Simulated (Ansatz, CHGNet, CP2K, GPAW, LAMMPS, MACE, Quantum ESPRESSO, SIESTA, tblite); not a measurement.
## Codes compared on amorphous Ge (61 atoms)

How near do other programs and methods come to a plane-wave reference for amorphous Ge (61 atoms)? A plane-wave run serves as the reference.

Method: Kohn-Sham DFT, PBE, SSSP efficiency 1.3.0 pseudopotentials, plane waves, in Quantum ESPRESSO 7.5.

### 1. Starting point

The cell holds 61 atoms: 61 Ge. Cell: a = 11.188 Å, b = 11.188 Å, c = 11.188 Å, α = 90.0°, β = 90.0°, γ = 90.0°. 61 atoms (61 Ge) placed at random at 5.25 g/cm³, melted at 3500 K for 10 ps at fixed volume with the Tersoff potential (Tersoff, Phys. Rev. B 39, 5566 (1989)). Quenched from 3500 K to 500 K at 3 K/ps and fixed volume, held 5 ps.

### 2. The reference run

Input file pw.in:

```
&control
  calculation = 'scf'
  pseudo_dir = './pseudo'
  outdir = './tmp'
  disk_io = 'none'
  tprnfor = .true.
  tstress = .true.
/
&system
  ibrav = 0
  nat = 61
  ntyp = 1
  ecutwfc = 45
  ecutrho = 360
  nosym = .true.
  occupations = 'smearing'
  smearing = 'fd'
  degauss = 0.003675
/
&electrons
  conv_thr = 3.0e-07
  electron_maxstep = 100
  mixing_beta = 0.2
  mixing_mode = 'local-TF'
  diagonalization = 'david'
/
ATOMIC_SPECIES
Ge 72.630 Ge.upf
CELL_PARAMETERS angstrom
11.18750 0.00000 0.00000
0.00000 11.18750 0.00000
0.00000 0.00000 11.18750
ATOMIC_POSITIONS crystal
Ge 0.52507 0.56824 0.21916
Ge 0.05605 0.56356 0.13471
Ge 0.72147 0.08165 0.46066
Ge 0.22971 0.45591 0.00843
Ge 0.45236 0.72770 0.53976
Ge 0.36071 0.48535 0.32770
Ge 0.42742 0.50912 0.53831
Ge 0.98591 0.99839 0.66652
Ge 0.73284 0.42012 0.75088
Ge 0.32874 0.26722 0.08104
Ge 0.93740 0.31727 0.80287
Ge 0.52126 0.22213 0.98851
[... 45 atom lines left out ...]
Ge 0.38187 0.50627 0.83850
Ge 0.82429 0.75041 0.37549
Ge 0.21542 0.80128 0.88428
Ge 0.57150 0.40861 0.89648
K_POINTS gamma
```

Run with:

```bash
OMP_NUM_THREADS=1 mpirun -np 4 pw.x -in pw.in > output.txt
```

Log:

```text
Program PWSCF
     gamma-point specific algorithms are used
     one sub-group per band group will be used
     scalapack distributed-memory algorithm (size of sub-group:  2*  2 procs)
     Parallelization info
     sticks:   dense  smooth     PW     G-vecs:    dense   smooth      PW
     Min        3199    1597    400               272512    96306   12071
     Max        3202    1600    403               272518    96312   12076
     Sum       12801    6393   1605              1090063   385235   48297
     bravais-lattice index     =            0
     lattice parameter (alat)  =      21.1413  a.u.
     unit-cell volume          =    9449.2153 (a.u.)^3
     number of atoms/cell      =           61
     number of atomic types    =            1
     number of electrons       =       854.00
[... lines left out ...]
     scf convergence threshold =      3.0E-07
[... lines left out ...]
     number of k points=     1  Fermi-Dirac smearing, width (Ry)=  0.0037
[... lines left out ...]
     total energy              =  -13031.54250580 Ry
[... lines left out ...]
     total energy              =  -13031.32594820 Ry
[... lines left out ...]
     total energy              =  -13031.39108374 Ry
[... lines left out ...]
     total energy              =  -13031.39371051 Ry
[... lines left out ...]
     total energy              =  -13031.39371161 Ry
[... lines left out ...]
          k = 0.0000 0.0000 0.0000 ( 24149 PWs)   bands (ev):
   -16.8509 -16.8101 -16.8014 -16.8005 -16.7738 -16.7710 -16.7597 -16.7551
   -16.7322 -16.7275 -16.7173 -16.7090 -16.7025 -16.6981 -16.6961 -16.6870
   -16.6822 -16.6789 -16.6765 -16.6753 -16.6718 -16.6688 -16.6662 -16.6634
[...]
12.8304  12.8816  12.9719  13.0435  13.0584  13.1738  13.2010  13.2365
    13.2536  13.3301  13.3958  13.4441  13.4763  13.5012  13.6006  13.6434
     the Fermi energy is     8.0680 ev
!    total energy              =  -13031.39371343 Ry
     estimated scf accuracy    <       0.00000002 Ry
     smearing contrib. (-TS)   =      -0.00977938 Ry
     internal energy E=F+TS    =  -13031.38393404 Ry
     The total energy is F=E-TS. E is the sum of the following terms:
     one-electron contribution =   -8681.78979684 Ry
     hartree contribution      =    5128.02773783 Ry
     xc contribution           =   -3556.37281119 Ry
     ewald contribution        =   -5921.24906384 Ry
     convergence has been achieved in  11 iterations
     Forces acting on atoms (cartesian axes, Ry/au):
     atom    1 type  1   force =    -0.00850632    0.02161942    0.03503349
     atom    2 type  1   force =    -0.03210714   -0.00781776   -0.03037139
     atom    3 type  1   force =     0.03242997    0.00176891    0.03346722
[...]
atom   60 type  1   force =    -0.00527062    0.00072463   -0.00543270
     atom   61 type  1   force =     0.00724968    0.01004995    0.02190364
     Total force =     0.334750     Total SCF correction =     0.000732
     Computing stress (Cartesian axis) and pressure
          total   stress  (Ry/bohr**3)                   (kbar)     P=       38.08
   0.00021493   0.00000983  -0.00001443           31.62        1.45       -2.12
   0.00000983   0.00024111  -0.00000527            1.45       35.47       -0.77
  -0.00001443  -0.00000527   0.00032062           -2.12       -0.77       47.16
     Message from routine punch:
     Nothing written, as per user request (disk_io='none')
```

Run time: 2.9 min. Hardware: 4 MPI ranks of Arm Neoverse V2, shared host; peak memory 4.1 GiB.

Banners, paths, timers and routine set-up lines are dropped from the logs unmarked, and long logs keep their key lines alone; longer cuts are marked.

Numbers from this run:

- r.m.s. force component: 0.6362 eV/Å
- longest force: 2.14 eV/Å
- pressure: 3.808 GPa

### 3. Structure statistics

Pair distribution function in bins of 0.2 Å:

```
r (Å)  total
 2.20   0.06
 2.40   3.26
 2.60   2.34
 2.80   0.35
 3.00   0.06
 3.20   0.17
 3.40   0.23
 3.60   0.78
 3.80   1.69
 4.00   2.13
 4.20   1.50
 4.40   1.16
 4.60   0.96
 4.80   0.90
 5.00   0.66
 5.20   0.83
 5.40   0.91
```

Bonds by pair of elements; cutoffs follow the first minimum of g(r), held within bounds set by covalent radii, and pairs that aren't listed don't count as bonded:

```
pair A-B  cutoff (Å)  bonds  mean length (Å)  spread (Å)  shortest (Å)  B about A  A about B
   Ge-Ge        2.98    126             2.51       0.111          2.30       4.13       4.13
```

How many atoms have how many bonded neighbours:

```
element  mean   4  5
     Ge  4.13  53  8
```

Rings of the network by King's shortest-path rule, up to 12 atoms, one path for each pair of neighbours; H, halogens, alkali and alkaline-earth atoms are left out, and the last column divides by all other atoms, bonded or not:

```
ring size (atoms)  rings  per network atom
                3      1             0.016
                4      4             0.066
                5     31             0.508
                6     61                 1
                7     27             0.443
                8      2             0.033
```

### 4. What was run beside it

The programs:
- CHGNet: machine-learned potential, published weights.
- CP2K 2026.2: Gaussian basis with GTH pseudopotentials and a plane-wave density; labels give functional, basis (MOLOPT sets; SR short-range, UZH the newer set with its own potentials), grid cutoff/relative cutoff and solver (OT: orbital transformation; TRS4, TC2, SIGN: linear-scaling purification with its sparsity filter), or its built-in tight binding.
- GPAW 26.7.0: PAW with atomic orbitals (LCAO), plane waves or a real-space grid of spacing h.
- MACE: machine-learned potential, published weights.
- Quantum ESPRESSO 7.5: plane waves; labels (QE) give functional, pseudopotential set and cutoffs of waves/density.
- SIESTA 5.4.2: numerical atomic orbitals, whose automatically made sets are far from complete, with PseudoDojo norm-conserving potentials that we converted to its format (checked against plane waves on the same files for H, C, O, Si, Ge and Ca alone); labels give functional, basis size, energy shift and mesh cutoff.
- tblite 0.8.0: extended tight binding, driven from Python.

All use the same cell and atoms; the electronic-structure runs use the same k-mesh, and an electronic temperature of 580 K (0.05 eV) where levels are smeared.

Differences are against the plane-wave reference, forces as r.m.s. over components; share is that over the reference's r.m.s. force, slope the least-squares factor from reference forces to these. Total energies of different programs have different zeros and aren't compared.

```
                                                                     run  Δ force, r.m.s. (meV/Å)  share (%)  slope  Δ pressure (GPa)  cores  CPU time  memory (GiB)
                                                               reference                        -          -      -                 -      4    11 min           4.1
                                                  CHGNet 0.3.0 potential                      340       53.4  0.551            -0.302      1     2.8 s          0.62
                                                 CHGNet r2SCAN potential                      504       79.3  0.228             -3.62      1     2.7 s          0.61
                       CP2K PBE+D4, DZVP-UZH, 350/50 Ry, diagonalisation                     51.0       8.02  0.986             -1.12      2   1.9 min           1.6
                 CP2K PBE, DZVP-UZH, 175/50 Ry, diagonalisation (coarse)                     29.3       4.61  0.999             0.844      2      83 s          0.84
                 CP2K PBE, DZVP-UZH, 350/20 Ry, diagonalisation (coarse)                     30.7       4.83  0.998             0.897      2      75 s           1.6
                          CP2K PBE, DZVP-UZH, 350/50 Ry, diagonalisation                     29.3       4.61  0.999             0.844      2   1.9 min           1.6
                          CP2K PBE, DZVP-UZH, 489/50 Ry, diagonalisation                     29.3       4.61  0.999             0.844      4   2.8 min           3.9
          CP2K PBE, TZV2P-MOLOPT (SR for Ge), 350/50 Ry, diagonalisation                     18.5       2.91  0.995             0.742      4     2 min           3.2
                          CP2K PBE, TZVP-UZH, 350/50 Ry, diagonalisation                     25.1       3.95  1.003             0.667      4   2.3 min           3.1
       CP2K PBEsol, PBE potentials, DZVP-UZH, 350/50 Ry, diagonalisation                     37.9       5.96  1.008             0.114      2   1.9 min           1.6
CP2K r2SCAN, SCAN potentials, DZVP-UZH(SCAN), 600/50 Ry, diagonalisation                      196       30.9  0.882             -5.47      2     6 min           4.1
                                            GPAW PBE, LCAO dzp, h 0.15 Å                     71.4       11.2  1.088                 -      1   5.7 min           3.1
                                             GPAW PBE, LCAO dzp, h 0.2 Å                     71.6       11.3  1.088                 -      1   2.6 min           1.4
                       GPAW PBE, LCAO dzp, h 0.2 Å, other mixer settings                     71.3       11.2  1.088                 -      1   3.3 min           1.3
                                GPAW PBE, LCAO sz(dzp), h 0.2 Å (coarse)                      246       38.6  1.308                 -      1      47 s           1.0
                                             MACE MPA-0 medium potential                      208       32.7  0.865            -0.442      1     6.6 s          0.76
                         QE PBE+D3(BJ), sssp-1.3.0-efficiency, 45/360 Ry                     23.2       3.65  0.992             -1.92      4    11 min           4.1
                             SIESTA PBE, TZP, shift 0.01 Ry, mesh 300 Ry                      101       15.9  1.077              1.80      2   7.1 min           1.7
                                                         tblite GFN1-xTB                      173       27.1  0.817              1.73      1     5.1 s          0.13
```

Rows marked coarse were listed beforehand as settings not expected to be converged; some can still land near the reference.

Times of the machine-learned potentials are mostly Python's start and the loading of weights.

CPU time is summed over cores on a shared host, where runs went side by side, so it is rough. Symmetry, cutoffs, thresholds, outputs and thread counts weren't matched or tuned between programs; memory under MPI is the largest rank's times the ranks.

Runs without a result: CP2K GFN1-xTB, diagonalisation (not converged, the SCF not settling).

Within one program, basis, potentials and functional, energies share a zero. Each run against its twin at the usual cutoff or grid and solver:

```
                                              run                                  twin  Δ energy (meV/atom)  Δ force, r.m.s. (meV/Å)        CPU time over the twin's
   CP2K PBE, DZVP-UZH, 175/50 Ry, diagonalisation  DZVP-UZH, 350/50 Ry, diagonalisation              -0.0011                    0.185                            0.74
   CP2K PBE, DZVP-UZH, 350/20 Ry, diagonalisation  DZVP-UZH, 350/50 Ry, diagonalisation                -1.33                     8.18                            0.67
   CP2K PBE, DZVP-UZH, 489/50 Ry, diagonalisation  DZVP-UZH, 350/50 Ry, diagonalisation                    0                    0.007  1.5 (this twin ran on 2 cores)
                     GPAW PBE, LCAO dzp, h 0.15 Å                     LCAO dzp, h 0.2 Å                -7.21                     9.89                             2.2
GPAW PBE, LCAO dzp, h 0.2 Å, other mixer settings                     LCAO dzp, h 0.2 Å                    0                     1.08                             1.3
```

### 5. Outcome

* reference r.m.s. force component: 0.636 eV/Å
* nearest in forces: CP2K PBE, TZV2P-MOLOPT (SR for Ge), 350/50 Ry, diagonalisation, 2.9 %
* farthest in forces: CHGNet r2SCAN potential, 79 %
* cheapest electronic-structure run beside the reference: tblite GFN1-xTB, 5.1 s of CPU time

In words: The PBE runs in local orbitals, coarse settings apart, differ by 2.9 % (CP2K PBE, TZV2P-MOLOPT (SR for Ge), 350/50 Ry, diagonalisation) to 16 % (SIESTA PBE, TZP, shift 0.01 Ry, mesh 300 Ry); basis, grid and potentials can all enter. Tight binding differs by 27 % (tblite GFN1-xTB); it is another model, with fitted parameters of its own, and the xTB methods hold dispersion. Machine-learned potentials differ by 33 % (MACE MPA-0 medium potential) to 79 % (CHGNet r2SCAN potential); they were trained on other programs' data, some at another functional. Among those trained on PBE data the slope goes as low as 0.55, with a correlation of 0.89, so directions differ as well as sizes. In the reference's own program, potentials and cutoffs, a change of model alone moves forces by 3.6 % (QE PBE+D3(BJ), sssp-1.3.0-efficiency, 45/360 Ry). Other rows with another functional or a dispersion term differ by 6.0 % (CP2K PBEsol, PBE potentials, DZVP-UZH, 350/50 Ry, diagonalisation) to 31 % (CP2K r2SCAN, SCAN potentials, DZVP-UZH(SCAN), 600/50 Ry, diagonalisation), which mixes the change of model with differences of basis and potentials, some of them made for another functional. Runs with settings chosen to be coarse differ by 4.6 % (CP2K PBE, DZVP-UZH, 175/50 Ry, diagonalisation) to 39 % (GPAW PBE, LCAO sz(dzp), h 0.2 Å), their programs' other errors included. Of the electronic-structure runs that take under half the reference's CPU time, CP2K PBE, TZV2P-MOLOPT (SR for Ge), 350/50 Ry, diagonalisation comes nearest, at 2.9 % in 2 min against 11 min. GPAW PBE, LCAO sz(dzp), h 0.2 Å stiffens the forces by a factor of 1.31 while following their directions (correlation 0.985); the slopes of the 4 GPAW runs lie between 1.09 and 1.31. In pressure, SIESTA PBE, TZP, shift 0.01 Ry, mesh 300 Ry misses by +1.8 GPa, at the same functional. In the reference: levels near the Fermi energy are neither full nor empty under the smearing, so no gap is quoted. In the reference: the first maximum of g(r) stands at about 2.5 Å. Periodic xTB results under one method name differ between programs and library versions. The potentials hold different valence shells: 854 electrons in the reference, 244 in GPAW and 244 in CP2K with TZVP-UZH; this bears on time and differences. GPAW's setups keep the filled d shell of Ge in the core. The reference's pressure holds the uncorrected Pulay stress of its 45 Ry basis, so small pressure differences, and their order, may be the reference's own error. Machine-learned potentials mimic data converged in k, so the reference's own k-point error enters their differences. The quench rate of 3 K/ps is many orders above laboratory rates, so the cell is likely richer in defects and strain than a real sample. The network of bonds at the start is that of the classical potential that made the cell, and needn't be the one that DFT or experiment would give. The electronic-structure runs sample only Γ, in a cell whose shortest periodic width is 11 Å, which is coarse for a cell with partly filled levels.

[Also dropped from logs without a mark: logging warnings of Python, and SIESTA's first energy breakdown and zero terms.]

[Logs are printed without paths, hosts, clocks, repeated set-up lines and the standing remarks that a program may print on its own settings, such as how far it seeks lower states.]

[Hosts, paths, dates, database ids (printed as entryN), source tags and the programs' standing remarks are cut or masked in the printed files.]
